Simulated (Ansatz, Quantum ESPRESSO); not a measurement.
**Aluminum (Fm-3m): electron-phonon coupling**

Aim: phonons of metallic Aluminum (Fm-3m) and how strongly they couple to the electrons.

Main program and level: Quantum ESPRESSO 7.5; DFT LDA, scalar-relativistic, plane waves, PseudoDojo norm-conserving pseudopotentials.

## Step 1: The starting structure

The structure is cubic, space group Fm-3m (No. 225). The conventional cell has a = 4.050 Å, b = 4.050 Å, c = 4.050 Å, α = 90.00°, β = 90.00°, γ = 90.00°. Al has 12 Al at 2.86 Å nearest.

## Step 2: A first look

Before anything dear is run, a loose run with smearing shows whether this is a metal and how far the cell is from rest.

probe.in reads:

```
 &control
    calculation='scf',
    prefix='x',
    outdir='./tmp',
    pseudo_dir='./pseudo',
    tprnfor=.true.,
    tstress=.true.,
    verbosity='high',
 /
 &system
    ibrav=0,
    nat=1,
    ntyp=1,
    ecutwfc=44.0,
    occupations='smearing',
    smearing='gaussian',
    degauss=0.01,
 /
 &electrons
    conv_thr=1.0d-07,
    mixing_beta=0.7,
    electron_maxstep=100,
 /
ATOMIC_SPECIES
 Al     26.9815  Al.upf
CELL_PARAMETERS angstrom
    -2.024805000    0.000000000    2.024805000
     0.000000000    2.024805000    2.024805000
    -2.024805000    2.024805000    0.000000000
ATOMIC_POSITIONS crystal
 Al     0.000000000   0.000000000   0.000000000
K_POINTS automatic
 8 8 8 0 0 0
```

Run with:

```
> OMP_NUM_THREADS=1 mpirun -n 2 pw.x -nk 2 -in probe.in > probe.out
```

Log:

```text
[banners, grids, parts of the stress and lines that vanish by symmetry left out]
Program PWSCF v.7.5
     Message from routine setup:
     using ibrav=0 with symmetry is DISCOURAGED, use correct ibrav instead
[...]
kinetic-energy cutoff     =      44.0000  Ry
     charge density cutoff     =     176.0000  Ry
     scf convergence threshold =      1.0E-07
[...]
Exchange-correlation= SLA  PW   NOGX NOGC
                           (   1   4   0   0   0   0   0)
[...]
48 Sym. Ops., with inversion, found
[...]
(     0          1          0      )
                  (     0          0          1      )
[...]
(  0.0000000  1.0000000  0.0000000 )
                  ( -0.0000000 -0.0000000  1.0000000 )
[...]
(     1          0         -1      )
                  (     0          0         -1      )
[...]
(  1.0000000 -0.0000000  0.0000000 )
                  ( -0.0000000 -1.0000000 -0.0000000 )
[...]
(     0          1         -1      )
                  (     0          1          0      )
[...]
( -1.0000000  0.0000000  0.0000000 )
                  (  0.0000000  1.0000000 -0.0000000 )
[...]
number of k points=    29  Gaussian smearing, width (Ry)=  0.0100
[...]
End of self-consistent calculation
[...]
the Fermi energy is     7.6855 ev
!    total energy              =      -4.72526795 Ry
[...]
convergence has been achieved in   4 iterations
[...]
atom    1 type  1   force =     0.00000000    0.00000000    0.00000000
[...]
Total force =     0.000000     Total SCF correction =     0.000000
[...]
total   stress  (Ry/bohr**3)                   (kbar)     P=      -39.69
[...]
XML data file, charge density, pseudopotentials, collected wavefunctions

   JOB DONE.
```

Wall time 1.6 s (2 MPI ranks of Intel Xeon Platinum 8488C (Sapphire Rapids), shared host); 2.8 s of CPU time.

Numbers from this step:

| Property | Result |
| --- | --- |
| volume per atom | 16.60 Å³ |
| pressure | -3.969 GPa |
| gap on the k-mesh | 0 eV |

No gap opens on this mesh, so smearing is kept; the start stands at -4.0 GPa.

## Step 3: Relaxing the cell and atoms

The relaxation runs at a cutoff a fifth above that of the response, since stress converges more slowly with the basis than frequencies do. Forces and stress are brought to rest with tight thresholds.

relax.in reads:

```
 &control
    calculation='vc-relax',
    prefix='x',
    outdir='./tmp',
    pseudo_dir='./pseudo',
    tprnfor=.true.,
    tstress=.true.,
    forc_conv_thr=2.0d-05,
    etot_conv_thr=1.0d-07,
    nstep=40,
 /
 &system
    ibrav=0,
    nat=1,
    ntyp=1,
    ecutwfc=53,
    occupations='smearing',
    smearing='mp',
    degauss=0.02,
 /
 &electrons
    conv_thr=1.0d-11,
    mixing_beta=0.7,
    electron_maxstep=100,
 /
 &ions
 /
 &cell
    press_conv_thr=0.2,
 /
ATOMIC_SPECIES
 Al     26.9815  Al.upf
CELL_PARAMETERS angstrom
    -2.024805000    0.000000000    2.024805000
     0.000000000    2.024805000    2.024805000
    -2.024805000    2.024805000    0.000000000
ATOMIC_POSITIONS crystal
 Al     0.000000000   0.000000000   0.000000000
K_POINTS automatic
 14 14 14 0 0 0
```

Run with:

```
> OMP_NUM_THREADS=1 mpirun -n 2 pw.x -nk 2 -in relax.in > relax.out
```

Log:

```text
[banners, grids, parts of the stress and lines that vanish by symmetry left out]
[banner, memory and clock lines left out]
Program PWSCF v.7.5

[...]
kinetic-energy cutoff     =      53.0000  Ry
     charge density cutoff     =     212.0000  Ry
     scf convergence threshold =      1.0E-11
[...]
energy convergence thresh.=      1.0E-07
     force convergence thresh. =      2.0E-05
     press convergence thresh. =      2.0E-01
     Exchange-correlation= SLA  PW   NOGX NOGC
                           (   1   4   0   0   0   0   0)
[...]
48 Sym. Ops., with inversion, found
[...]
number of k points=   104  Methfessel-Paxton smearing, width (Ry)=  0.0200
[...]
c_bands:  1 eigenvalues not converged
[...]
End of self-consistent calculation
[...]
the Fermi energy is     7.6275 ev
!    total energy              =      -4.72492004 Ry
[...]
convergence has been achieved in   6 iterations
[...]
atom    1 type  1   force =     0.00000000    0.00000000    0.00000000
     Total force =     0.000000     Total SCF correction =     0.000000
[...]
total   stress  (Ry/bohr**3)                   (kbar)     P=      -40.72
[...]
number of bfgs steps    =   0
[...]
CELL_PARAMETERS (angstrom)
[...]
ATOMIC_POSITIONS (crystal)
Al               0.0000000000        0.0000000000        0.0000000000
[...]
New effective cutoffs (rho, wfc):  213.27   53.74
[...]
End of self-consistent calculation
[...]
the Fermi energy is     7.8394 ev
!    total energy              =      -4.72545290 Ry
[...]
convergence has been achieved in   4 iterations
[...]
atom    1 type  1   force =     0.00000000    0.00000000    0.00000000
     Total force =     0.000000     Total SCF correction =     0.000000
[...]
total   stress  (Ry/bohr**3)                   (kbar)     P=      -26.85
[...]
number of bfgs steps    =   1
[...]
CELL_PARAMETERS (angstrom)
[...]
ATOMIC_POSITIONS (crystal)
Al               0.0000000000        0.0000000000        0.0000000000
[...]
New effective cutoffs (rho, wfc):  217.80   54.88
[...]
End of self-consistent calculation
[...]
the Fermi energy is     8.1660 ev
!    total energy              =      -4.72580604 Ry
[...]
convergence has been achieved in   4 iterations
[...]
atom    1 type  1   force =     0.00000000    0.00000000    0.00000000
     Total force =     0.000000     Total SCF correction =     0.000000
[...]
total   stress  (Ry/bohr**3)                   (kbar)     P=       -2.93
[...]
number of bfgs steps    =   2
[...]
CELL_PARAMETERS (angstrom)
[...]
ATOMIC_POSITIONS (crystal)
Al               0.0000000000        0.0000000000        0.0000000000
[...]
New effective cutoffs (rho, wfc):  218.35   55.02
[...]
End of self-consistent calculation
[...]
the Fermi energy is     8.2059 ev
!    total energy              =      -4.72580980 Ry
[...]
convergence has been achieved in   4 iterations
[...]
atom    1 type  1   force =     0.00000000    0.00000000    0.00000000
     Total force =     0.000000     Total SCF correction =     0.000000
[...]
total   stress  (Ry/bohr**3)                   (kbar)     P=        0.20
[...]
number of bfgs steps    =   3
[...]
CELL_PARAMETERS (angstrom)
[...]
ATOMIC_POSITIONS (crystal)
Al               0.0000000000        0.0000000000        0.0000000000
[...]
New effective cutoffs (rho, wfc):  218.31   55.01
[...]
End of self-consistent calculation
[...]
the Fermi energy is     8.2034 ev
!    total energy              =      -4.72580982 Ry
[...]
convergence has been achieved in   3 iterations
[...]
atom    1 type  1   force =     0.00000000    0.00000000    0.00000000
     Total force =     0.000000     Total SCF correction =     0.000000
[...]
total   stress  (Ry/bohr**3)                   (kbar)     P=       -0.00
[...]
bfgs converged in   5 scf cycles and   4 bfgs steps
[...]
End of BFGS Geometry Optimization
     Final enthalpy           =      -4.7258098195 Ry
     File ./tmp/x.bfgs deleted, as requested
[...]
CELL_PARAMETERS (angstrom)
[...]
ATOMIC_POSITIONS (crystal)
Al               0.0000000000        0.0000000000        0.0000000000
[...]
Final scf calculation at the relaxed structure.
[...]
kinetic-energy cutoff     =      53.0000  Ry
     charge density cutoff     =     212.0000  Ry
     scf convergence threshold =      1.0E-13
[...]
press convergence thresh. =      2.0E-01
     Exchange-correlation= SLA  PW   NOGX NOGC
                           (   1   4   0   0   0   0   0)
[...]
48 Sym. Ops., with inversion, found
[...]
number of k points=   104  Methfessel-Paxton smearing, width (Ry)=  0.0200
[...]
c_bands:  5 eigenvalues not converged
     c_bands:  1 eigenvalues not converged
     c_bands:  1 eigenvalues not converged
[...]
c_bands:  1 eigenvalues not converged
     c_bands:  1 eigenvalues not converged
[...]
End of self-consistent calculation
[...]
the Fermi energy is     8.2034 ev
!    total energy              =      -4.72580773 Ry
[...]
convergence has been achieved in   7 iterations
[...]
atom    1 type  1   force =     0.00000000    0.00000000    0.00000000
     Total force =     0.000000     Total SCF correction =     0.000000
[...]
total   stress  (Ry/bohr**3)                   (kbar)     P=       -0.02
[...]
XML data file, charge density, pseudopotentials, collected wavefunctions
```

It took 8.3 s on 2 MPI ranks.

The steps of the relaxation:

```csv
step,energy less that of the first step (eV),largest force (eV/Å),pressure (GPa),volume (Å³)
1,0.0000,0.0000,-4.07,16.60
2,-0.0072,0.0000,-2.69,16.26
3,-0.0121,0.0000,-0.29,15.76
4,-0.0121,0.0000,0.02,15.70
5,-0.0121,0.0000,0.00,15.70
6,-0.0121,0.0000,0.00,15.70
```

| conventional cell, symmetrised | before | after | change |
| --- | --- | --- | --- |
| a (Å) | 4.050 | 3.975 | -1.8 % |
| b (Å) | 4.050 | 3.975 | -1.8 % |
| c (Å) | 4.050 | 3.975 | -1.8 % |
| volume (Å³/atom) | 16.60 | 15.70 | -5.4 % |

The relaxed structure:

```
CELL_PARAMETERS angstrom
-1.98741 0.00000 1.98741
0.00000 1.98741 1.98741
-1.98741 1.98741 0.00000
ATOMIC_POSITIONS crystal
Al 0.00000 0.00000 0.00000
```

The last row of the table of steps is pw.x's closing run on a basis chosen anew for the final cell, so its energy can jump.

Numbers from this step:

* volume per atom: 15.70 Å³
* pressure: -0.002 GPa

The volume changes by -5.4 % from the cell with which this run began.

## Step 4: Self-consistent run for the response

The response is built on this ground state, so it is converged far tighter than an energy would need. Smearing stays on, as the first look found no gap above 0.3 eV.

scf.in reads:

```
 &control
    calculation='scf',
    prefix='x',
    outdir='./tmp',
    pseudo_dir='./pseudo',
    tprnfor=.true.,
    tstress=.true.,
 /
 &system
    ibrav=0,
    nat=1,
    ntyp=1,
    ecutwfc=44.0,
    occupations='smearing',
    smearing='mp',
    degauss=0.02,
 /
 &electrons
    conv_thr=1.0d-12,
    mixing_beta=0.7,
    electron_maxstep=100,
 /
ATOMIC_SPECIES
 Al     26.9815  Al.upf
CELL_PARAMETERS angstrom
    -1.987414167    0.000000000    1.987414167
     0.000000000    1.987414167    1.987414167
    -1.987414167    1.987414167    0.000000000
ATOMIC_POSITIONS crystal
 Al     0.000000000   0.000000000   0.000000000
K_POINTS automatic
 16 16 16 0 0 0
```

Run with:

```
> OMP_NUM_THREADS=1 mpirun -n 2 pw.x -nk 2 -in scf.in > scf.out
```

Log:

```text
[banners, grids, parts of the stress and lines that vanish by symmetry left out]
[banner, memory and clock lines left out]
Program PWSCF v.7.5

[...]
kinetic-energy cutoff     =      44.0000  Ry
     charge density cutoff     =     176.0000  Ry
     scf convergence threshold =      1.0E-12
[...]
Exchange-correlation= SLA  PW   NOGX NOGC
                           (   1   4   0   0   0   0   0)
[...]
48 Sym. Ops., with inversion, found
[...]
number of k points=   145  Methfessel-Paxton smearing, width (Ry)=  0.0200
[...]
c_bands:  1 eigenvalues not converged
[...]
End of self-consistent calculation
[...]
the Fermi energy is     8.2776 ev
!    total energy              =      -4.72667686 Ry
[...]
convergence has been achieved in   6 iterations
[...]
atom    1 type  1   force =     0.00000000    0.00000000    0.00000000
     Total force =     0.000000     Total SCF correction =     0.000000
[...]
total   stress  (Ry/bohr**3)                   (kbar)     P=        2.29
[...]
XML data file, charge density, pseudopotentials, collected wavefunctions
```

Elapsed: 3.4 s, on 2 MPI ranks; 6.5 s of CPU time.

Numbers from this step:

```yaml
pressure: 0.229 GPa
```

The cell stands at 0.23 GPa, close enough for stiff modes, while soft ones can move.

## Step 5: Levels on a dense mesh

The coupling is a sum over pairs of states at the Fermi level and needs a much denser mesh than the density does.

scf_fit.in, as its differences from scf.in of step 4:

```diff
@@ -16,5 +16,6 @@
     degauss=0.02,
+    la2F=.true.,
  /
  &electrons
-    conv_thr=1.0d-12,
+    conv_thr=1.0d-10,
     mixing_beta=0.7,
@@ -31,2 +32,2 @@
 K_POINTS automatic
- 16 16 16 0 0 0
+ 32 32 32 0 0 0
```

Run with:

```
> OMP_NUM_THREADS=1 mpirun -n 2 pw.x -nk 2 -in scf_fit.in > scf_fit.out
```

Log:

```text
[banners, grids, parts of the stress and lines that vanish by symmetry left out]
[banner, memory and clock lines left out]
Program PWSCF v.7.5

[...]
kinetic-energy cutoff     =      44.0000  Ry
     charge density cutoff     =     176.0000  Ry
     scf convergence threshold =      1.0E-10
[...]
Exchange-correlation= SLA  PW   NOGX NOGC
                           (   1   4   0   0   0   0   0)
[...]
48 Sym. Ops., with inversion, found
[...]
number of k points=   897  Methfessel-Paxton smearing, width (Ry)=  0.0200
[...]
c_bands:  1 eigenvalues not converged
     c_bands:  1 eigenvalues not converged
     c_bands:  1 eigenvalues not converged
     c_bands:  1 eigenvalues not converged
[...]
c_bands:  1 eigenvalues not converged
     c_bands:  1 eigenvalues not converged
[...]
End of self-consistent calculation
[...]
the Fermi energy is     8.2331 ev
!    total energy              =      -4.72632819 Ry
[...]
convergence has been achieved in   5 iterations
[...]
atom    1 type  1   force =     0.00000000    0.00000000    0.00000000
     Total force =     0.000000     Total SCF correction =     0.000000
[...]
total   stress  (Ry/bohr**3)                   (kbar)     P=        2.30
[...]
XML data file, charge density, pseudopotentials, collected wavefunctions
```

Run time: 14 s. Hardware: 2 MPI ranks; 27 s of CPU time.

This step gave:

```
pressure : 0.2300 GPa
```

## Step 6: Self-consistent run for the response

The run on the dense mesh left its levels for the electron-phonon sums; ph.x needs the ground state on the coarse mesh, so pw.x runs once more in the same folder.

scf.in is that of step 4.

Run with:

```
> OMP_NUM_THREADS=1 mpirun -n 2 pw.x -nk 2 -in scf.in > scf.out
```

Log:

```text
[banners, grids, parts of the stress and lines that vanish by symmetry left out]
[banner, memory and clock lines left out]
Program PWSCF v.7.5

[...]
kinetic-energy cutoff     =      44.0000  Ry
     charge density cutoff     =     176.0000  Ry
     scf convergence threshold =      1.0E-12
[...]
Exchange-correlation= SLA  PW   NOGX NOGC
                           (   1   4   0   0   0   0   0)
[...]
48 Sym. Ops., with inversion, found
[...]
number of k points=   145  Methfessel-Paxton smearing, width (Ry)=  0.0200
[...]
c_bands:  1 eigenvalues not converged
[...]
End of self-consistent calculation
[...]
the Fermi energy is     8.2776 ev
!    total energy              =      -4.72667686 Ry
[...]
convergence has been achieved in   6 iterations
[...]
atom    1 type  1   force =     0.00000000    0.00000000    0.00000000
     Total force =     0.000000     Total SCF correction =     0.000000
[...]
total   stress  (Ry/bohr**3)                   (kbar)     P=        2.29
[...]
XML data file, charge density, pseudopotentials, collected wavefunctions
```

The job ended after 3.5 s (2 MPI ranks; 6.5 s of CPU time).

Numbers from this step:

| Property | Result |
| --- | --- |
| pressure | 0.229 GPa |

[end of part 1 of 4]

[Host names and launcher messages were left out of these logs when they were recorded.]

[Logs are printed without paths, hosts, clocks, repeated set-up lines and the standing remarks that a program may print on its own settings, such as how far it seeks lower states.]

[Hosts, paths, dates, database ids (printed as entryN), source tags and the programs' standing remarks are cut or masked in the printed files.]
